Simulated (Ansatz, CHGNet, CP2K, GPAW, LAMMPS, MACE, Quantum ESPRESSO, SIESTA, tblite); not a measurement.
# Amorphous Ge (61 atoms) in CP2K, part 3 of 4

How do the settings of CP2K change the result for amorphous Ge (61 atoms)? A plane-wave run serves as the yardstick.

Program: CP2K 2026.2; the method stands at each step. Banners, paths, timers and routine set-up lines are dropped from the logs unmarked, and long logs keep their key lines alone; longer cuts are marked.

So far. Step 6 (r2SCAN, SCAN potentials, DZVP-UZH(SCAN), 600/50 Ry …): Against the first run (4.6 %), the force difference from the reference is 31 %, at 3.2 times the CPU time; the model has changed, so this is no error of the program alone. Step 7 (PBE, DZVP-UZH, 350/20 Ry, diagonalisation): Against the first run (4.6 %), the force difference from the reference is 4.8 %, at 0.67 times the CPU time: the change moves forces by 8.2 meV/Å r.m.s., so most of the difference comes from elsewhere.

## (8) PBE, DZVP-UZH, 489/50 Ry, diagonalisation

Method: Kohn-Sham DFT, PBE, GTH-PBE pseudopotentials, Gaussian and plane waves, DZVP-MOLOPT (UZH set), diagonalisation.

File input.inp:

```
&GLOBAL
  PROJECT cell
  RUN_TYPE ENERGY_FORCE
  PRINT_LEVEL LOW
&END GLOBAL
&FORCE_EVAL
  METHOD QS
  STRESS_TENSOR ANALYTICAL
  &DFT
    BASIS_SET_FILE_NAME BASIS_MOLOPT_UZH
    POTENTIAL_FILE_NAME POTENTIAL_UZH
    &MGRID
      CUTOFF 489
      REL_CUTOFF 50
    &END MGRID
    &QS
      EPS_DEFAULT 1.0E-12
    &END QS
    &SCF
      SCF_GUESS ATOMIC
      EPS_SCF 1.0E-06
      MAX_SCF 200
      ADDED_MOS 27
      &DIAGONALIZATION
        ALGORITHM STANDARD
      &END DIAGONALIZATION
      &SMEAR ON
        METHOD FERMI_DIRAC
        ELECTRONIC_TEMPERATURE [K] 580
      &END SMEAR
      &MIXING
        METHOD BROYDEN_MIXING
        ALPHA 0.15
        NBROYDEN 8
      &END MIXING
      &PRINT
        &RESTART OFF
        &END RESTART
      &END PRINT
    &END SCF
    &XC
      &XC_FUNCTIONAL PBE
      &END XC_FUNCTIONAL
    &END XC
    &PRINT
      &MULLIKEN ON
      &END MULLIKEN
      &HIRSHFELD ON
        SHAPE_FUNCTION DENSITY
      &END HIRSHFELD
      &MO ON
        EIGENVALUES T
        OCCUPATION_NUMBERS T
        MO_INDEX_RANGE 111 134
        &EACH
          QS_SCF 0
        &END EACH
        ADD_LAST NUMERIC
      &END MO
    &END PRINT
  &END DFT
  &SUBSYS
    &CELL
      A 11.18750 0.00000 0.00000
      B 0.00000 11.18750 0.00000
      C 0.00000 0.00000 11.18750
    &END CELL
    &TOPOLOGY
      COORD_FILE_NAME structure.xyz
      COORD_FILE_FORMAT XYZ
    &END TOPOLOGY
    &KIND Ge
      BASIS_SET DZVP-MOLOPT-PBE-GTH-q4
      POTENTIAL GTH-PBE-q4
    &END KIND
  &END SUBSYS
  &PRINT
    &FORCES ON
    &END FORCES
    &STRESS_TENSOR ON
    &END STRESS_TENSOR
  &END PRINT
&END FORCE_EVAL
```

File structure.xyz:

```xyz
61

[... 61 atom lines left out: the same atoms as in the first run ...]
```

The run is started by

```
$ OMP_NUM_THREADS=1 mpirun -np 4 cp2k.psmp -i input.inp > output.txt
```

Numbers of over 12 decimals in the logs are rounded to 6 here.

The program printed:

```text
CP2K| version string:                                       CP2K version 2026.2
 CP2K| Input file name                                                 input.inp
 GLOBAL| Basis set file name                                    BASIS_MOLOPT_UZH
 GLOBAL| Potential file name                                       POTENTIAL_UZH
[... lines left out ...]
 Number of electrons:                                                        244
[... lines left out ...]
  Step     Update method      Time    Convergence         Total energy    Change
[... lines left out ...]
  *** SCF run converged in    17 steps ***
[... lines left out ...]
  Fermi energy:                                                 0.156307
  Total energy:                                              -239.017403
  Total energy (extrapolated to T->0):                       -239.014836
[... lines left out ...]
 MO| E(Fermi):            0.156307 a.u.          4.253318 eV
[... lines left out ...]
 ENERGY| Total FORCE_EVAL ( QS ) energy [hartree]           -239.017382
[... lines left out ...]
 FORCES|      1 -3.66046410E-03  9.48925923E-03  1.71810173E-02   1.99657806E-02
 FORCES|      2 -1.66758775E-02 -4.12121852E-03 -1.41670454E-02   2.22659944E-02
 FORCES|      3  1.57635991E-02  3.29795390E-04  1.61274661E-02   2.25542675E-02
[...]
FORCES|     60 -3.13286396E-03  3.87728336E-04 -3.35778605E-03   4.60867627E-03
 FORCES|     61  3.50847381E-03  4.40493158E-03  1.04868355E-02   1.19032151E-02
 FORCES| Sum     2.57038198E-08 -7.92517799E-09  1.91600779E-07
 FORCES| Total atomic force                                       1.93479594E-07
 STRESS| Analytical stress tensor [bar]
 STRESS|                        x                   y                   z
 STRESS|      x        4.01060310438E+04   1.40053707470E+03  -2.46697455842E+03
 STRESS|      y        1.40053707470E+03   4.34601170454E+04  -4.83484215722E+02
 STRESS|      z       -2.46697455842E+03  -4.83484215722E+02   5.60013449563E+04
 STRESS| 1/3 Trace                                             4.65224976818E+04
```

Wall time 42 s (4 MPI ranks of Arm Neoverse V2, shared host); peak memory 3.9 GiB.

Compared with the plane-wave run:

| Quantity | Value |
| --- | --- |
| r.m.s. force component | 0.6365 eV/Å |
| r.m.s. difference of force components | 29.34 meV/Å |
| longest difference of force vectors | 107.3 meV/Å |
| force difference over r.m.s. force | 4.612 % |
| slope of forces against the reference's | 0.9994 |
| correlation of force components | 0.9989 |
| pressure | 4.652 GPa |
| pressure difference | 0.8439 GPa |
| energy less the same-level run's | 0 meV/atom |
| r.m.s. force difference from the same-level run | 0.007 meV/Å |

Against the first run (4.6 %), the force difference from the reference is 4.6 %, at 1.5 times the CPU time (on 4 against 2 cores): the change moves forces by under 0.01 meV/Å r.m.s., so most of the difference comes from elsewhere.

## (9) PBE+D4, DZVP-UZH, 350/50 Ry, diagonalisation

Method: Kohn-Sham DFT, PBE+D4, GTH-PBE pseudopotentials, Gaussian and plane waves, DZVP-MOLOPT (UZH set), diagonalisation.

input.inp: that of step 8 with these lines changed.

```diff
@@ -12,3 +12,3 @@
     &MGRID
-      CUTOFF 489
+      CUTOFF 350
       REL_CUTOFF 50
@@ -43,2 +43,9 @@
       &END XC_FUNCTIONAL
+      &VDW_POTENTIAL
+        POTENTIAL_TYPE PAIR_POTENTIAL
+        &PAIR_POTENTIAL
+          TYPE DFTD4
+          REFERENCE_FUNCTIONAL PBE
+        &END PAIR_POTENTIAL
+      &END VDW_POTENTIAL
     &END XC
@@ -67,6 +74,5 @@
     &END CELL
-    &TOPOLOGY
-      COORD_FILE_NAME structure.xyz
-      COORD_FILE_FORMAT XYZ
-    &END TOPOLOGY
+    &COORD
+[... 61 atom lines left out: the same atoms as in the first run ...]
+    &END COORD
     &KIND Ge
```

The run is started by

```
$ OMP_NUM_THREADS=2 cp2k.psmp -i input.inp > output.txt
```

The program printed:

```text
CP2K| version string:                                       CP2K version 2026.2
 CP2K| Input file name                                                 input.inp
 GLOBAL| Basis set file name                                    BASIS_MOLOPT_UZH
 GLOBAL| Potential file name                                       POTENTIAL_UZH
 GLOBAL| Run type                                                   ENERGY_FORCE
 GLOBAL| Total number of message passing processes                             1
 GLOBAL| Number of threads for this process                                    2
 TOTAL NUMBERS AND MAXIMUM NUMBERS
  Total number of            - Atomic kinds:                                   1
                             - Atoms:                                         61
[... lines left out ...]
                        Smear method:                                FERMI_DIRAC
[... lines left out ...]
 Number of electrons:                                                        244
[... lines left out ...]
  Step     Update method      Time    Convergence         Total energy    Change
[... lines left out ...]
  *** SCF run converged in    17 steps ***
[... lines left out ...]
  Fermi energy:                                                 0.156307
  Total energy:                                              -239.734603
  Total energy (extrapolated to T->0):                       -239.732037
[... lines left out ...]
 MO| E(Fermi):            0.156307 a.u.          4.253318 eV
[... lines left out ...]
 !-----------------------------------------------------------------------------!
 !-----------------------------------------------------------------------------!
                           Hirshfeld Charges
  #Atom  Element  Kind  Ref Charge     Population                    Net charge
      1       Ge     1       4.000          4.005                        -0.005
      2       Ge     1       4.000          3.982                         0.018
      3       Ge     1       4.000          4.016                        -0.016
[...]
60       Ge     1       4.000          4.013                        -0.013
     61       Ge     1       4.000          4.021                        -0.021
  Total Charge                                                           -0.000
 !-----------------------------------------------------------------------------!
 ENERGY| Total FORCE_EVAL ( QS ) energy [hartree]           -239.734583
 FORCES| Atomic forces [hartree/bohr]
 FORCES|   Atom     x               y               z               |f|
 FORCES|      1 -3.94982980E-03  9.05995790E-03  1.69854912E-02   1.96517405E-02
 FORCES|      2 -1.64713300E-02 -4.09235977E-03 -1.41075925E-02   2.20698049E-02
 FORCES|      3  1.59647754E-02  1.74796900E-04  1.59795123E-02   2.25887011E-02
[...]
FORCES|     60 -3.19579989E-03  1.78686648E-04 -3.29181586E-03   4.59141781E-03
 FORCES|     61  3.26194533E-03  4.58463015E-03  1.04325826E-02   1.18531810E-02
 FORCES| Sum     1.67186785E-07 -2.12834572E-07 -1.16679719E-06
 FORCES| Total atomic force                                       1.19777529E-06
 STRESS| Analytical stress tensor [bar]
 STRESS|                        x                   y                   z
 STRESS|      x        2.07591660509E+04   1.31639411879E+03  -2.75627803616E+03
 STRESS|      y        1.31639411879E+03   2.33211752264E+04  -5.83463632234E+02
 STRESS|      z       -2.75627803616E+03  -5.83463632234E+02   3.66845629430E+04
 STRESS| 1/3 Trace                                             2.69216347401E+04
```

Run time: 65 s. Hardware: 2 threads; peak memory 1.6 GiB.

Compared with the plane-wave run:

| Item | Value |
| --- | --- |
| r.m.s. force component | 0.6294 eV/Å |
| r.m.s. difference of force components | 51.02 meV/Å |
| longest difference of force vectors | 270.8 meV/Å |
| force difference over r.m.s. force | 8.018 % |
| slope of forces against the reference's | 0.9862 |
| correlation of force components | 0.9968 |
| pressure | 2.692 GPa |
| pressure difference | -1.116 GPa |

Against the first run (4.6 %), the force difference from the reference is 8.0 %, at 1.0 times the CPU time; the model has changed, so this is no error of the program alone.

## (10) PBE, DZVP-UZH, 175/50 Ry, diagonalisation

Method: Kohn-Sham DFT, PBE, GTH-PBE pseudopotentials, Gaussian and plane waves, DZVP-MOLOPT (UZH set), diagonalisation.

input.inp: that of step 9 with these lines changed.

```diff
@@ -12,3 +12,3 @@
     &MGRID
-      CUTOFF 350
+      CUTOFF 175
       REL_CUTOFF 50
@@ -43,9 +43,2 @@
       &END XC_FUNCTIONAL
-      &VDW_POTENTIAL
-        POTENTIAL_TYPE PAIR_POTENTIAL
-        &PAIR_POTENTIAL
-          TYPE DFTD4
-          REFERENCE_FUNCTIONAL PBE
-        &END PAIR_POTENTIAL
-      &END VDW_POTENTIAL
     &END XC
@@ -75,2 +68,3 @@
     &COORD
+      SCALED
 [... 61 atom lines left out: the same atoms as in the first run ...]
```

The program printed:

```text
CP2K| version string:                                       CP2K version 2026.2
 CP2K| Input file name                                                 input.inp
 GLOBAL| Basis set file name                                    BASIS_MOLOPT_UZH
 GLOBAL| Potential file name                                       POTENTIAL_UZH
 GLOBAL| Run type                                                   ENERGY_FORCE
 GLOBAL| Total number of message passing processes                             1
 GLOBAL| Number of threads for this process                                    2
 TOTAL NUMBERS AND MAXIMUM NUMBERS
  Total number of            - Atomic kinds:                                   1
                             - Atoms:                                         61
[... lines left out ...]
                        Smear method:                                FERMI_DIRAC
[... lines left out ...]
 Number of electrons:                                                        244
[... lines left out ...]
  Step     Update method      Time    Convergence         Total energy    Change
[... lines left out ...]
  *** SCF run converged in    17 steps ***
[... lines left out ...]
  Fermi energy:                                                 0.156306
  Total energy:                                              -239.017405
  Total energy (extrapolated to T->0):                       -239.014839
[... lines left out ...]
 MO| E(Fermi):            0.156306 a.u.          4.253316 eV
[... lines left out ...]
 !-----------------------------------------------------------------------------!
 !-----------------------------------------------------------------------------!
                           Hirshfeld Charges
  #Atom  Element  Kind  Ref Charge     Population                    Net charge
      1       Ge     1       4.000          4.005                        -0.005
      2       Ge     1       4.000          3.982                         0.018
      3       Ge     1       4.000          4.016                        -0.016
[...]
60       Ge     1       4.000          4.013                        -0.013
     61       Ge     1       4.000          4.021                        -0.021
  Total Charge                                                           -0.000
 !-----------------------------------------------------------------------------!
 ENERGY| Total FORCE_EVAL ( QS ) energy [hartree]           -239.017385
 FORCES| Atomic forces [hartree/bohr]
 FORCES|   Atom     x               y               z               |f|
 FORCES|      1 -3.65552806E-03  9.49239204E-03  1.71747216E-02   1.99609482E-02
 FORCES|      2 -1.66746237E-02 -4.12542454E-03 -1.41626424E-02   2.22630332E-02
 FORCES|      3  1.57628537E-02  3.33264457E-04  1.61288430E-02   2.25547821E-02
[...]
FORCES|     60 -3.12929256E-03  3.91745584E-04 -3.36115867E-03   4.60904807E-03
 FORCES|     61  3.51090058E-03  4.39907826E-03  1.04824454E-02   1.18978979E-02
 FORCES| Sum    -2.75567250E-05 -2.99915575E-06 -5.16806778E-05
 FORCES| Total atomic force                                       5.86452085E-05
 STRESS| Analytical stress tensor [bar]
 STRESS|                        x                   y                   z
 STRESS|      x        4.01060040479E+04   1.40057717718E+03  -2.46700130023E+03
 STRESS|      y        1.40057717718E+03   4.34599386595E+04  -4.83465303733E+02
 STRESS|      z       -2.46700130023E+03  -4.83465303733E+02   5.60010816160E+04
 STRESS| 1/3 Trace                                             4.65223414411E+04
```

The job ended after 44 s (2 threads; peak memory 0.84 GiB).

Against the reference:

```yaml
r_m_s_force_component: 0.6365 eV/Å
r_m_s_difference_of_force_components: 29.34 meV/Å
longest_difference_of_force_vectors: 107.2 meV/Å
force_difference_over_r_m_s_force: 4.612 %
slope_of_forces_against_the_reference_s: 0.9994
correlation_of_force_components: 0.9989
pressure: 4.652 GPa
pressure_difference: 0.8439 GPa
energy_less_the_same_level_run_s: -0.0011 meV/atom
r_m_s_force_difference_from_the_same_level_run: 0.185 meV/Å
```

This is a coarse setting, run to see what it loses.

Against the first run (4.6 %), the force difference from the reference is 4.6 %, at 0.74 times the CPU time: the change moves forces by 0.18 meV/Å r.m.s., so most of the difference comes from elsewhere.

[end of part 3 of 4]

[Also dropped from logs without a mark: logging warnings of Python, and SIESTA's first energy breakdown and zero terms.]

[Logs are printed without paths, hosts, clocks, repeated set-up lines and the standing remarks that a program may print on its own settings, such as how far it seeks lower states.]

[Hosts, paths, dates, database ids (printed as entryN), source tags and the programs' standing remarks are cut or masked in the printed files.]
